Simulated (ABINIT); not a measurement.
An input for ABINIT 10.8.3 (BP (F-43m)):

```
acell 3*1.0 Angstrom
rprim 
  0.000000000000 2.269000000000 2.269000000000
  2.269000000000 0.000000000000 2.269000000000
  2.269000000000 2.269000000000 0.000000000000
ntypat 2
znucl 5 15
natom 2
typat 1 2
xred 
  0.000000000000 0.000000000000 0.000000000000
  0.250000000000 0.250000000000 0.250000000000
pp_dirpath "pseudos"
pseudos "B.upf, P.upf"
ecut 34
ngkpt 6 6 6
nshiftk 1
shiftk 0 0 0
kptopt 1
chksymbreak 0
istwfk *1
occopt 1
irdwfk 1
optdriver 4
nband 177
gwcalctyp 10
ecutsigx 34
symsigma 1
nkptgw 16
kptgw 
  0.0000000000 0.0000000000 0.0000000000
  0.1666666667 0.0000000000 0.0000000000
  0.3333333333 0.0000000000 0.0000000000
  0.5000000000 0.0000000000 0.0000000000
  0.1666666667 0.1666666667 0.0000000000
  0.3333333333 0.1666666667 0.0000000000
  0.5000000000 0.1666666667 0.0000000000
  -0.3333333333 0.1666666667 0.0000000000
  -0.1666666667 0.1666666667 0.0000000000
  0.3333333333 0.3333333333 0.0000000000
  0.5000000000 0.3333333333 0.0000000000
  -0.3333333333 0.3333333333 0.0000000000
  0.5000000000 0.5000000000 0.0000000000
  0.5000000000 0.3333333333 0.1666666667
  -0.3333333333 0.3333333333 0.1666666667
  -0.3333333333 0.5000000000 0.1666666667
bdgw 
  1 8
  1 8
  1 8
  1 8
  1 8
  1 8
  1 8
  1 8
  1 8
  1 8
  1 8
  1 8
  1 8
  1 8
  1 8
  1 8
ecuteps 9.6
irdscr 1
ppmodel 1
irdqps 1
indata_prefix "in"
outdata_prefix "out"
tmpdata_prefix "tmp"
```

```sh
OMP_NUM_THREADS=1 mpirun -n 4 abinit run.abi > log
```

Question: Estimate wall time and host memory on 4 MPI ranks of Intel Xeon 6975P-C (Granite Rapids), shared host.

It took 18 min; on shared hardware allow 9.2 min to 37 min. Peak host memory was 1.4 GiB.

[Paths, hosts, dates, memory and timing lines, banners, echoed tables and standing remarks are left out of the program output.]

[Logs are printed without paths, hosts, clocks, repeated set-up lines and the standing remarks that a program may print on its own settings, such as how far it seeks lower states.]

[Runs of the session that timed out or met a known fault of the program may be left out.]

[Hosts, paths, dates, database ids (printed as entryN), source tags and the programs' standing remarks are cut or masked in the printed files.]

[G0W0 gaps are taken among the corrected bands and points alone; a level outside them can change the order at an edge.]

[Where Ansatz stands beside ABINIT at settings called matched, ABINIT's density can come from a denser mesh and the files from another edition; pairs whose starting gaps differed by over 0.03 eV were left out, so agreement reads better than it is.]
